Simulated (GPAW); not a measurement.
**PtSe2 (1T monolayer): G0W0 with GPAW, start to end**

Wanted: ground state, empty states, screening and self-energy for PtSe2 (1T monolayer).

Program: GPAW 26.7.0. Level of theory: LDA and many-body steps on it, plane waves. Results are calculated unless marked as measured.

**What was measured.**

- Gap 1.9 ± 0.05 eV: quasiparticle gap from STS, domains aligned with graphene; scanning tunneling spectroscopy; 8.5 K; monolayer (MBE-grown monolayer on epitaxial bilayer graphene, twist angle near 0 deg) on bilayer graphene on SiC(0001) (“Angular dependence of the interlayer coupling at the interface between two dimensional materials 1T-PtSe2 and graphene”, 2023, arxiv:2311.08165).

- Gap 2 ± 0.1 eV: quasiparticle gap of the first layer from STS; scanning tunnelling spectroscopy; 77 K; monolayer (MBE-grown first layer on HOPG) on HOPG (“Precise Layer-Dependent Electronic Structure of MBE-Grown PtSe2”, 2021, arxiv:2105.03334).

- Gap 1.95 ± 0.05 eV: quasiparticle gap of 1 ML from STS, average over islands; scanning tunnelling spectroscopy; monolayer (MBE-grown monolayer islands on bilayer graphene) on bilayer graphene on SiC(0001) (“Atomic-layer controlled THz Spintronic emission from Epitaxially grown Two dimensional PtSe2/ferromagnet heterostructures”, 2023, arxiv:2305.06895).

**1. The structure**

The cell holds 3 atoms: 1 Pt and 2 Se. Cell: a = 3.853 Å, b = 3.853 Å, c = 14.100 Å, α = 90.0°, β = 90.0°, γ = 120.0°. Vacuum lies along c.

The start is a generated structure, not a measured one. Spin-orbit coupling is left out unless a step names it.

**2. Relaxation**

This step: GPAW 26.7.0; DFT, LDA, plane waves, PAW.

A relaxation at this level of theory: leftover forces would pass straight into the levels.

Input file run.py:

```python
import json
import numpy as np
from gpaw.mpi import world
from ase import Atoms
from ase.constraints import FixSymmetry
from ase.filters import FrechetCellFilter
from ase.optimize import BFGS
from gpaw import GPAW, PW, FermiDirac

atoms = Atoms(['Pt', 'Se', 'Se'],
    cell=[[3.8527425800, 0.0000000000, 0.0000000000],
      [-1.9263712900, 3.3365729485, 0.0000000000],
      [0.0000000000, 0.0000000000, 14.1000000000]],
    scaled_positions=[[0.0000000000, 0.0000000000, 0.5000000000],
      [0.3333333333, 0.6666666667, 0.6110294910],
      [0.6666666667, 0.3333333333, 0.3889705090]],
    pbc=(True, True, False))
atoms.set_constraint(FixSymmetry(atoms))
atoms.calc = GPAW(mode=PW(550),
    xc='LDA',
    kpts={'size': (9, 9, 1), 'gamma': True},
    occupations=FermiDirac(0.02),
    convergence={'density': 1e-5},
    txt='relax.txt')
steps = []
opt = BFGS(FrechetCellFilter(atoms, mask=[1, 1, 0, 0, 0, 1]), logfile='bfgs.log')
opt.attach(lambda: steps.append([atoms.get_potential_energy(), atoms.cell[:], atoms.positions.copy(), atoms.get_forces()]))
converged = opt.run(fmax=0.03, steps=50)
res = {'converged': bool(converged), 'steps': steps, 'cell': atoms.cell[:], 'frac': atoms.get_scaled_positions()}

if world.rank == 0:
    with open('result.json', 'w') as f:
        json.dump(res, f, default=lambda x: x.tolist())
```

Launch:

```console
> mpirun -n 4 gpaw python run.py
```

Numbers of over 12 decimals in the logs are rounded to 6 here.

Log:

```text
Step     Time          Energy          fmax
BFGS:    0       -15.730447        3.025736
BFGS:    1       -16.189787        2.700817
BFGS:    2       -17.142047        0.805062
[...]
BFGS:    8       -17.192334        0.040180
BFGS:    9       -17.192483        0.006362
```

Wall time 57 s (4 MPI ranks of Arm Neoverse V1, shared host); peak memory 0.99 GiB; 3.8 min of CPU time.

Relaxation path:

```csv
step,energy less that of the first step (eV),largest force (eV/Å)
1,0.0000,3.0257
2,-0.4593,2.7008
3,-1.4116,0.3151
4,-1.4352,0.4252
5,-1.4418,0.2268
6,-1.4457,0.1222
7,-1.4543,0.0464
8,-1.4601,0.0918
9,-1.4619,0.0402
10,-1.4620,0.0064
```

The atoms that moved most (Å):

```csv
atom,dx,dy,dz,length
Se2,0.000,0.000,-0.274,0.274
Se3,0.000,0.000,0.274,0.274
```

Final coordinates:

```xyz
3
Lattice="3.6686 0.0000 0.0000 -1.8343 3.1771 0.0000 0.0000 0.0000 14.1000" Properties=species:S:1:pos:R:3
Pt    0.0000    0.0000    7.0500
Se    0.0000    2.1181    8.3416
Se    1.8343    1.0590    5.7584
```

**3. Ground state**

The ground-state density comes first.

Input file run.py:

```python
import json
import numpy as np
from gpaw.mpi import world
from ase import Atoms
from gpaw import GPAW, PW, FermiDirac

atoms = Atoms(['Pt', 'Se', 'Se'],
    cell=[[3.6686125682, 0.0000000000, 0.0000000000],
      [-1.8343062841, 3.1771116807, 0.0000000000],
      [0.0000000000, 0.0000000000, 14.1000000000]],
    scaled_positions=[[0.0000000000, 0.0000000000, 0.5000000000],
      [0.3333333333, 0.6666666667, 0.5916053914],
      [0.6666666667, 0.3333333333, 0.4083946086]],
    pbc=(True, True, False))
calc = GPAW(mode=PW(450),
    xc='LDA',
    kpts={'size': (9, 9, 1), 'gamma': True},
    occupations=FermiDirac(0.001),
    nbands=-7,
    convergence={'density': 1e-6, 'bands': -3},
    maxiter=100,
    txt='gs.txt')
atoms.calc = calc
res = {'energy': atoms.get_potential_energy()}
kpts = calc.get_ibz_k_points()
res['kpts'] = kpts
res['eigenvalues'] = [calc.get_eigenvalues(kpt=k) for k in range(len(kpts))]
res['n_electrons'] = calc.get_number_of_electrons()
calc.write('gs.gpw')

if world.rank == 0:
    with open('result.json', 'w') as f:
        json.dump(res, f, default=lambda x: x.tolist())
```

Launch:

```console
> mpirun -n 4 gpaw python run.py
```

Log:

```text
__  _  _
 | _ |_)|_||  |
 |__||  | ||/\| - 26.7.0

Input parameters:
  mode=PW(ecut=450.000000),
  convergence={'density': 1e-06, 'bands': -3},
  kpts=MonkhorstPack(size=(9, 9, 1), gamma=True),
  maxiter=100,
  nbands=-7,
  occupations=Occupations(name='fermi-dirac', width=0.001, fixmagmom=False),
  xc=XC(name='LDA')
  [... matrices ...]
Diagonalizing LCAO Hamiltonian
Converting LCAO to pw mode

        Se

       Pt
            Se

Atoms  # Å, Bohr magnetons
|   | symbol |         x |        y |        z |    initial magnetic moments |
| 0 |     Pt |  0.000000 | 0.000000 | 7.050000 | ( 0.0000,  0.0000,  0.0000) |
| 1 |     Se | -0.000000 | 2.118074 | 8.341636 | ( 0.0000,  0.0000,  0.0000) |
| 2 |     Se |  1.834306 | 1.059037 | 5.758364 | ( 0.0000,  0.0000,  0.0000) |

Unit cell  # Å
| periodic |         x |        y |         z |   lengths |     angles |
|      yes |  3.668613 | 0.000000 |  0.000000 |  3.668613 |  90.000000 |
|      yes | -1.834306 | 3.177112 |  0.000000 |  3.668613 |  90.000000 |
|       no |  0.000000 | 0.000000 | 14.100000 | 14.100000 | 120.000000 |

Number of symmetries: 12
Symmetry operations  # r_c * U_cc + t_c -> r_c
|    | kind |            matrix            |
|  0 |  σ   |  1, 1, 0,  0,-1, 0,  0, 0, 1 |
|  1 |  S6  |  1, 1, 0, -1, 0, 0,  0, 0,-1 |
|  2 |  E   |  1, 0, 0,  0, 1, 0,  0, 0, 1 |
|  3 |  C2  |  1, 0, 0, -1,-1, 0,  0, 0,-1 |
|  4 |  C2  |  0, 1, 0,  1, 0, 0,  0, 0,-1 |
|  5 |  C3  |  0, 1, 0, -1,-1, 0,  0, 0, 1 |
|  6 |  S6  |  0,-1, 0,  1, 1, 0,  0, 0,-1 |
|  7 |  σ   |  0,-1, 0, -1, 0, 0,  0, 0, 1 |
|  8 |  σ   | -1, 0, 0,  1, 1, 0,  0, 0, 1 |
|  9 |  i   | -1, 0, 0,  0,-1, 0,  0, 0,-1 |
| 10 |  C3  | -1,-1, 0,  1, 0, 0,  0, 0, 1 |
| 11 |  C2  | -1,-1, 0,  0, 1, 0,  0, 0,-1 |

BZ-sampling:
  Number of BZ points: 81
  Number of IBZ points: 12

  Monkhorst-Pack size: [9, 9, 1]
  Monkhorst-Pack shift: [0, 0, 0]

K-points  # in reciprocal-cell coordinates
|     |                                coordinates |     weight |
|   0 | (  0.00000000,   0.00000000,   0.00000000) | 0.01234568 |
|   1 | (  0.11111111,   0.00000000,   0.00000000) | 0.07407407 |
|   2 | (  0.22222222,  -0.11111111,   0.00000000) | 0.07407407 |
|   3 | (  0.22222222,   0.00000000,   0.00000000) | 0.07407407 |
|   4 | (  0.33333333,  -0.11111111,   0.00000000) | 0.14814815 |
|   5 | (  0.33333333,   0.00000000,   0.00000000) | 0.07407407 |
|   6 | (  0.33333333,   0.33333333,   0.00000000) | 0.02469136 |
|   7 | (  0.44444444,  -0.22222222,   0.00000000) | 0.07407407 |
|   8 | (  0.44444444,  -0.11111111,   0.00000000) | 0.14814815 |
|   9 | (  0.44444444,   0.00000000,   0.00000000) | 0.07407407 |
| ... |                                            |            |
|  11 | (  0.44444444,   0.44444444,   0.00000000) | 0.07407407 |

Plane wave coefficients: 3581
Cutoff: 450.000000 eV

Spin-components: 1 (collinear spins)
Bands:           21
Projectors:      16
Spin-degeneracy: 2
Datatype:        complex128

  Storage: CPU
  Wave functions: 14_325_696 bytes (3_581_424 per core)
  Projectors: 15_690_048 bytes (3_922_512 per core)
  [... matrices ...]
Parallelization:
  kpt:    4
  domain: 1
  band:   1

Density:
  Valence electrons: 28.0
  Components: 1
  Grid points: [18 18 70]
  Charge: 0.0  # |e|

Potential:
  Grid points: [18 18 70]

species:
  Pt:
    name:    Platinum
    Z:       78.0
    valence: 16
    core:    62
    charge:  0.0  # [|e|]
    compensation charges:
      type: gauss
      rc: 0.41  # [Å]
      lmax: 2
    cutoffs:
      filter: 2.26  # [Å]
      core: 2.26  # [Å]
    projectors
    | kind |    occ | energy [eV] | rcut [Å] |
    |   6s |  1.000 |      -5.930 |    1.307 |
    |   5p |  6.000 |     -56.318 |    1.371 |
    |   6p |  0.000 |      -0.962 |    1.371 |
    |   5d |  9.000 |      -6.387 |    1.307 |
    |    s |        |      21.281 |    1.307 |
    |    d |        |      20.825 |    1.307 |

    Using partial waves for Pt as LCAO basis

  Se:
    name:    Selenium
    Z:       34.0
    valence: 6
    core:    28
    charge:  0.0  # [|e|]
    compensation charges:
      type: gauss
      rc: 0.27  # [Å]
      lmax: 2
    cutoffs:
      filter: 1.77  # [Å]
      core: 2.67  # [Å]
    projectors
    | kind |    occ | energy [eV] | rcut [Å] |
    |   4s |  2.000 |     -17.472 |    0.847 |
    |   4p |  4.000 |      -6.656 |    1.005 |
    |    s |        |       9.739 |    0.847 |
    |    p |        |      20.555 |    1.005 |
    |    d |        |       0.000 |    0.847 |

    Using partial waves for Se as LCAO basis

Reference energy: -632131.096150  # eV

eigensolver:
  PPCG
  Converge bands: -3
  niter=2

density mixing:
  MSR1-Mixer
  Pratt-step length: 0.05
  Maximum mixing coefficient: 0.75
  Old densities: 10
  SVD Regularization: 0.005
  Good broyden scale: 1.0
  Trust region scale: 1.0
  Backstep threshold: 4.0
  History deletion threshold: 6.0
  Fourier metric: weight=20.0, sigma=0.015

occupation numbers:
  Fermi-Dirac:
    width: 0.0010  # eV

poisson solver:
  ecut: 3600.000000  # eV

xc functional:
  name: None

Initialization done in: 0.871 s

convergence criteria:
- Maximum integral of absolute [dens]ity change: 1e-06 electrons / valence electron
- Maximum [total energy] change in last 3 cyles: 0.0005 eV / valence electron
- Maximum integral of absolute [eigenst]ate change: 4e-08 eV^2 / valence electron
maximum number of iterations: 100

SCF iterations
|iter     |     time |      energy | eigst |  dens |
|iter:   1|  |  -18.245050 | +0.65 |       |
|iter:   2|  |  -17.900119 | -0.70 | -1.11 |
|iter:   3|  |  -17.249985 | -0.94 | -1.18 |
|iter:   4|  |  -17.196334 | -2.20 | -1.58 |
|iter:   5|  |  -17.175532 | -2.81 | -1.89 |
|iter:   6|  |  -17.174574 | -3.69 | -2.60 |
|iter:   7|  |  -17.174541c| -4.57 | -3.13 |
|iter:   8|  |  -17.174546c| -5.25 | -3.88 |
|iter:   9|  |  -17.174546c| -5.90 | -4.46 |
|iter:  10|  |  -17.174546c| -6.44 | -4.88 |
|iter:  11|  |  -17.174547c| -7.03 | -5.24 |
|iter:  12|  |  -17.174547c| -7.45c| -6.16c|

Converged in 12 steps
SCF loop duration: 4.785 s (0.399 s/step)
Energy contributions relative to reference atoms: (reference = -632131.096150)
  [... matrices ...]
Energy contributions:
  Kinetic:           8.845180
  Coulomb:         -10.313462
  Zero:             -0.618052
  External:          0.000000
  Xc:              -15.088212
  Entropy:          -0.000000
  Spinorbit:         0.000000
  ----------------------------
  Free energy:     -17.174547
  Extrapolated:    -17.174547

dipole moment: (-6.350403, -10.999220, 0.000109)  # |e|*Ang

Fermi level: 0.164
Eigenvalues  # (at kpt = [0.000, 0.000, 0.000])
| band index |      eig [eV] | occ [0-2] |
|          0 |       -54.039 |     2.000 |
|        ... |               |           |
|          6 |        -6.530 |     2.000 |
|          7 |        -6.467 |     2.000 |
|          8 |        -4.176 |     2.000 |
|          9 |        -4.175 |     2.000 |
|         10 |        -2.383 |     2.000 |
|         11 |        -1.839 |     2.000 |
|         12 |        -1.120 |     2.000 |
|         13 |        -1.120 |     2.000 |
|         14 |         2.007 |     0.000 |
|         15 |         2.007 |     0.000 |
|         16 |         3.451 |     0.000 |
|         17 |         4.184 |     0.000 |
|         18 |         4.811 |     0.000 |
|         19 |         5.020 |     0.000 |
|         20 |         7.118 |     0.000 |

Gap: 1.346 eV
Transition (v -> c):
  (s=0, k=0, n=13, [0.00, 0.00, 0.00]) -> (s=0, k=3, n=14, [0.22, 0.00, 0.00])
Direct/indirect transitions are different
Direct gap: 1.547 eV
Transition at: (s=0, k=3, n=13, [0.22, 0.00, 0.00])
vacuum-level: 4.785  # V
# Writing to gs.gpw (mode='')
  [... matrices ...]
```

Wall time 7.4 s (4 MPI ranks); peak memory 0.71 GiB; 29 s of CPU time.

Numbers from this step:

```
total energy               : -17.17 eV
gap                        : 1.346 eV
k of the valence top       : 0, 0, 0
k of the conduction bottom : 0.2222, 0, 0
least direct gap           : 1.547 eV
```

The gap is indirect, with the least direct gap 0.20 eV higher.

**4. Empty states on the mesh, 9×9×1 mesh, 277 bands**

The sums over transitions need many empty states on a uniform mesh; this step solves for them.

Input file run.py:

```python
import json
import numpy as np
from gpaw.mpi import world
from gpaw import GPAW

calc = GPAW('gs.gpw').fixed_density(kpts={'size': (9, 9, 1), 'gamma': True},
    parallel={'domain': 1, 'band': 1},
    txt='nscf.txt')
calc.diagonalize_full_hamiltonian(nbands=277)
calc.write('full.gpw', mode='all')
res = {}
kpts = calc.get_ibz_k_points()
res['kpts'] = kpts
res['eigenvalues'] = [calc.get_eigenvalues(kpt=k) for k in range(len(kpts))]
res['n_electrons'] = calc.get_number_of_electrons()

if world.rank == 0:
    with open('result.json', 'w') as f:
        json.dump(res, f, default=lambda x: x.tolist())
```

Launch:

```console
> mpirun -n 4 gpaw python run.py
```

Log:

```text
Diagonalizing LCAO Hamiltonian
Converting LCAO to pw mode
convergence criteria:
- Maximum integral of absolute [eigenst]ate change: 4e-08 eV^2 / valence electron
maximum number of iterations: 100

SCF iterations
|iter     |     time |      energy | eigst |  dens |
|iter:   1|  |             | +0.64 |       |
|iter:   2|  |             | -0.49 |       |
|iter:   3|  |             | -1.57 |       |
[...]
|iter:   9|  |             | -6.29 |       |
|iter:  10|  |             | -6.94 |       |
|iter:  11|  |             | -7.43c|       |
SCF steps: 11
  __  _  _
 | _ |_)|_||  |
 |__||  | ||/\| - 26.7.0

Input parameters:
  mode=PW(ecut=450.000000),
  convergence={'density': 1e-06, 'bands': -3},
  gpts=array([18, 18, 70]),
  kpts=MonkhorstPack(size=(9, 9, 1), gamma=True),
  maxiter=100,
  nbands=21,
  occupations=Occupations(name='fermi-dirac', width=0.001, fixmagmom=False),
  parallel={'domain': 1, 'band': 1},
  xc=XC(name='LDA')
Matrix size: 3581x3581
# Writing to full.gpw (mode='all')
  [... matrices ...]

timing:  # [seconds]
  Total: 116.127  # ━━━━━━━━━━━━━━━━━━━━━━━━━━━━━━━━━━━━━━━━━━━━━━━━━━━━━━━━━
```

Wall time 2 min (4 MPI ranks); peak memory 4.9 GiB.

This step gave:

```
gap                                                           : 1.346 eV
k of the valence top                                          : 0, 0, 0
k of the conduction bottom                                    : 0.2222, 0, 0
least direct gap                                              : 1.547 eV
k points computed                                             : 12
lowest point of the top converged band, above the valence top : 76.8382 eV
```

On this mesh the gap is 1.346 eV.

[end of part 1 of 2]

[Paths, hosts, dates, memory and timing lines, banners, echoed tables and standing remarks are left out of the program output.]

[Logs are printed without paths, hosts, clocks, repeated set-up lines and the standing remarks that a program may print on its own settings, such as how far it seeks lower states.]

[Runs of the session that timed out or met a known fault of the program may be left out.]

[Hosts, paths, dates, database ids (printed as entryN), source tags and the programs' standing remarks are cut or masked in the printed files.]
